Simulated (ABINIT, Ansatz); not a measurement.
**Li3Si (Pm-3m): zone-centre phonons**

Which modes does Li3Si (Pm-3m) have at the zone centre?

Method: DFT PBEsol, scalar-relativistic, plane waves, PseudoDojo norm-conserving pseudopotentials, in ABINIT 10.8.3.

The structure was built from a prototype and need not be the compound's stable phase.

### 1. The structure

Symmetry: Pm-3m, No. 221, cubic system. The conventional cell has a = 3.907 Å, b = 3.907 Å, c = 3.907 Å, α = 90.00°, β = 90.00°, γ = 90.00°. Si has 12 Li at 2.76 Å nearest. Nearest to Li lie 4 Si at 2.76 Å and 8 Li at 2.76 Å. Farther neighbours are not listed.

### 2. Relaxing the cell and atoms

The harmonic expansion needs vanishing forces, and a free crystal bears no stress, so cell and atoms are brought to rest. Stress is more sensitive to the basis than forces are: the last 3 Ha under the cutoff are smoothed with ecutsm, and the cutoff is raised above that of the later runs.

The starting cell comes from a relaxation made beforehand in Ansatz (PBEsol, PseudoDojo NC).

relax.abi

```
# relaxation
ionmov 2
optcell 2
dilatmx 1.08
ntime 40
tolmxf 1.0d-05
tolvrs 1.0d-14
prtwf 0
prtden 0
chksymtnons 0

# basis, mesh and filling
ecut 41.0
ecutsm 3.0
ngkpt 8 8 8
nshiftk 1
shiftk 0.0 0.0 0.0
istwfk *1
occopt 3
tsmear 0.01
nband 12
nstep 100
diemac 1000000.0
prtebands 0
prtgsr 0
useylm 1

# cell and atoms
acell 7.38273485 7.38273485 7.38273485
rprim 
    1.0 0.0 0.0
    0.0 1.0 0.0
    0.0 0.0 1.0
ntypat 2
znucl 14 3
natom 4
typat 1 2 2 2
xred 
    0.0 0.0 0.0
    0.0 0.5 0.5
    0.5 0.0 0.5
    0.5 0.5 0.0
pp_dirpath "./pseudo"
pseudos "Si.upf, Li.upf"
```

Launch:

```bash
OMP_NUM_THREADS=1 mpirun -n 4 abinit relax.abi > relax.log
```

Numbers of over 12 decimals in the logs are rounded to 6 here.

relax.abo, the main output file:

```text
[banners, grids, parts of the stress and lines that vanish by symmetry left out]
- input  file    -> relax.abi
- output file    -> relax.abo
- root for input  files -> relaxi
[...]
Symmetries : space group Pm -3 m (#221); Bravais cP (primitive cubic)
[...]
mpw =        6403          nfft =      110592          nkpt =          35
[...]
== DATASET  1 ==================================================================
[...]
cutoff_energies: {ecut:  41.0, pawecutdg:  -1.0, }
[...]
ETOT  1  -25.688196072894    -2.569E+01 9.509E-02 5.868E+00
 ETOT  2  -25.714995388452    -2.680E-02 1.013E-02 9.622E-01
 ETOT  3  -25.715076329766    -8.094E-05 3.431E-04 7.417E-02
 ETOT  4  -25.715081364606    -5.035E-06 1.209E-03 1.923E-03
 ETOT  5  -25.715081447244    -8.264E-08 9.940E-04 7.620E-05
[...]
At SCF step   10       vres2   =  4.52E-15 < tolvrs=  1.00E-14 =>converged.
[...]
sigma(1 1)= -1.41303035E-05  sigma(3 2)=  0.00000000E+00
  sigma(2 2)= -1.41303035E-05  sigma(3 1)=  0.00000000E+00
  sigma(3 3)= -1.41303035E-05  sigma(2 1)=  0.00000000E+00
[...]
convergence: {deltae:  8.242E-13, res2:  4.518E-15, residm:  1.556E-05, diffor: null, }
etotal    :  -2.57150815E+01
[...]
ETOT  1  -25.715086652751    -2.572E+01 1.399E-05 2.313E-02
[...]
At SCF step    8       vres2   =  2.04E-15 < tolvrs=  1.00E-14 =>converged.
[...]
sigma(1 1)= -1.26810987E-05  sigma(3 2)=  0.00000000E+00
  sigma(2 2)= -1.26810987E-05  sigma(3 1)=  0.00000000E+00
  sigma(3 3)= -1.26810987E-05  sigma(2 1)=  0.00000000E+00
[...]
convergence: {deltae:  6.111E-13, res2:  2.041E-15, residm:  1.017E-05, diffor: null, }
etotal    :  -2.57150883E+01
[...]
ETOT  1  -25.714986168282    -2.571E+01 1.792E-05 1.817E+00
[...]
At SCF step    9       vres2   =  4.11E-15 < tolvrs=  1.00E-14 =>converged.
[...]
sigma(1 1)= -1.61764159E-07  sigma(3 2)=  0.00000000E+00
  sigma(2 2)= -1.61764159E-07  sigma(3 1)=  0.00000000E+00
  sigma(3 3)= -1.61764159E-07  sigma(2 1)=  0.00000000E+00
[...]
convergence: {deltae: -1.883E-13, res2:  4.109E-15, residm:  3.711E-06, diffor: null, }
etotal    :  -2.57151173E+01
[...]
ETOT  1  -25.715117294568    -2.572E+01 2.782E-06 3.041E-04
[...]
ETOT  7  -25.715117316503    -5.187E-13 1.157E-06 1.368E-14
 ETOT  8  -25.715117316503     2.203E-13 8.680E-07 3.369E-17
 At SCF step    8       vres2   =  3.37E-17 < tolvrs=  1.00E-14 =>converged.
[...]
sigma(1 1)= -1.90774941E-09  sigma(3 2)=  0.00000000E+00
  sigma(2 2)= -1.90774941E-09  sigma(3 1)=  0.00000000E+00
  sigma(3 3)= -1.90774941E-09  sigma(2 1)=  0.00000000E+00
[...]
convergence: {deltae:  2.203E-13, res2:  3.369E-17, residm:  8.680E-07, diffor: null, }
etotal    :  -2.57151173E+01
[...]
At Broyd/MD step   4, gradients are converged :
[...]
sigma(1 1)= -1.90774941E-09  sigma(3 2)=  0.00000000E+00
  sigma(2 2)= -1.90774941E-09  sigma(3 1)=  0.00000000E+00
  sigma(3 3)= -1.90774941E-09  sigma(2 1)=  0.00000000E+00
[...]
- sigma(1 1)= -5.61279254E-05  sigma(3 2)=  0.00000000E+00
- sigma(2 2)= -5.61279254E-05  sigma(3 1)=  0.00000000E+00
- sigma(3 3)= -5.61279255E-05  sigma(2 1)=  0.00000000E+00
[...]
fcart     -0.0000000000E+00 -0.0000000000E+00 -0.0000000000E+00
           strten     -1.9077494094E-09 -1.9077494094E-09 -1.9077494109E-09
================================================================================

[key lines of the parts left out:]
pressure_GPa:   5.6128E-05
Total energy (etotal) [Ha]= -2.57151173165027E+01
```

Run time: 2.2 min. Hardware: 4 MPI ranks of Intel Xeon at 2.70GHz, shared host.

Relaxation path:

```csv
step,energy less that of the first step (eV),largest force (eV/Å),volume (Å³)
1,0.0000,0.0000,59.63
2,-0.0002,0.0000,59.70
3,-0.0010,0.0000,60.38
4,-0.0010,0.0000,60.39
```

```csv
"conventional cell, symmetrised",before,after,change
a (Å),3.907,3.923,+0.4 %
b (Å),3.907,3.923,+0.4 %
c (Å),3.907,3.923,+0.4 %
volume (Å³/atom),14.91,15.10,+1.3 %
```

The relaxed structure:

```cif
data_structure
_symmetry_space_group_name_H-M 'P 1'
_symmetry_Int_Tables_number 1
_cell_length_a 3.9233
_cell_length_b 3.9233
_cell_length_c 3.9233
_cell_angle_alpha 90.000
_cell_angle_beta 90.000
_cell_angle_gamma 90.000
_cell_volume 60.39
loop_
_atom_site_label
_atom_site_type_symbol
_atom_site_fract_x
_atom_site_fract_y
_atom_site_fract_z
_atom_site_occupancy
Si1 Si 0.00000 0.00000 0.00000 1
Li2 Li 0.00000 0.50000 0.50000 1
Li3 Li 0.50000 0.00000 0.50000 1
Li4 Li 0.50000 0.50000 0.00000 1
```

Read from the output:

- volume per atom: 15.10 Å³
- pressure: 5.61e-5 GPa
- gap on the k-mesh: 0 eV

The volume changes by +1.3 % from the cell with which this run began.

### 3. Ground state

The response is built on these wavefunctions, so the potential is converged far more tightly than an energy would need. Occupations are smeared.

gs.abi

```
# ground state
tolvrs 1.0d-16
prtden 1
prtwf 1

# basis, mesh and filling
ecut 33.0
ngkpt 8 8 8
nshiftk 1
shiftk 0.0 0.0 0.0
istwfk *1
occopt 3
tsmear 0.01
nband 12
nstep 100
diemac 1000000.0
prtebands 0
prtgsr 0
useylm 1

# cell and atoms
acell 7.413955669 7.413955669 7.413955669
rprim 
    1.0 0.0 0.0
    0.0 1.0 0.0
    0.0 0.0 1.0
ntypat 2
znucl 14 3
natom 4
typat 1 2 2 2
xred 
    0.0 0.0 0.0
    0.0 0.5 0.5
    0.5 0.0 0.5
    0.5 0.5 0.0
pp_dirpath "./pseudo"
pseudos "Si.upf, Li.upf"
```

Launch:

```bash
OMP_NUM_THREADS=1 mpirun -n 4 abinit gs.abi > gs.log
```

gs.abo, the main output file:

```text
[banners, grids, parts of the stress and lines that vanish by symmetry left out]
- input  file    -> gs.abi
- output file    -> gs.abo
- root for input  files -> gsi
[...]
Symmetries : space group Pm -3 m (#221); Bravais cP (primitive cubic)
[...]
mpw =        3747          nfft =       64000          nkpt =          35
[...]
== DATASET  1 ==================================================================
[...]
cutoff_energies: {ecut:  33.0, pawecutdg:  -1.0, }
[...]
ETOT  1  -25.689691704246    -2.569E+01 8.578E-02 3.631E+00
 ETOT  2  -25.714717516601    -2.503E-02 2.233E-03 3.520E-01
 ETOT  3  -25.714767949241    -5.043E-05 5.637E-04 3.238E-02
 ETOT  4  -25.714772122543    -4.173E-06 3.487E-04 5.546E-04
 ETOT  5  -25.714772156877    -3.433E-08 6.284E-05 2.893E-05
[...]
ETOT 10  -25.714772160453     2.203E-13 2.580E-05 1.634E-15
 ETOT 11  -25.714772160452     4.903E-13 1.800E-05 8.685E-18
 At SCF step   11       vres2   =  8.69E-18 < tolvrs=  1.00E-16 =>converged.
[...]
sigma(1 1)=  1.13128410E-05  sigma(3 2)=  0.00000000E+00
  sigma(2 2)=  1.13128410E-05  sigma(3 1)=  0.00000000E+00
  sigma(3 3)=  1.13128410E-05  sigma(2 1)=  0.00000000E+00
[...]
convergence: {deltae:  4.903E-13, res2:  8.685E-18, residm:  1.800E-05, diffor: null, }
etotal    :  -2.57147722E+01
[...]
sigma(1 1)=  1.13128410E-05  sigma(3 2)=  0.00000000E+00
  sigma(2 2)=  1.13128410E-05  sigma(3 1)=  0.00000000E+00
  sigma(3 3)=  1.13128410E-05  sigma(2 1)=  0.00000000E+00
[...]
- sigma(1 1)=  3.32835274E-01  sigma(3 2)=  0.00000000E+00
- sigma(2 2)=  3.32835274E-01  sigma(3 1)=  0.00000000E+00
- sigma(3 3)=  3.32835274E-01  sigma(2 1)=  0.00000000E+00
[...]
fcart     -0.0000000000E+00 -0.0000000000E+00 -0.0000000000E+00
           strten      1.1312841015E-05  1.1312841015E-05  1.1312841015E-05
================================================================================

[key lines of the parts left out:]
pressure_GPa:  -3.3284E-01
```

The job ended after 28 s (4 MPI ranks).

This step gave:

- pressure: -0.3328 GPa

The cell stands at -0.33 GPa: the relaxation ran with a smoothed and higher cutoff, and the difference is a stress of the finite basis.

(Part 1 of 4 ends here.)

[Host names and launcher messages were left out of these logs when they were recorded.]

[Logs are printed without paths, hosts, clocks, repeated set-up lines and the standing remarks that a program may print on its own settings, such as how far it seeks lower states.]

[Hosts, paths, dates, database ids (printed as entryN), source tags and the programs' standing remarks are cut or masked in the printed files.]
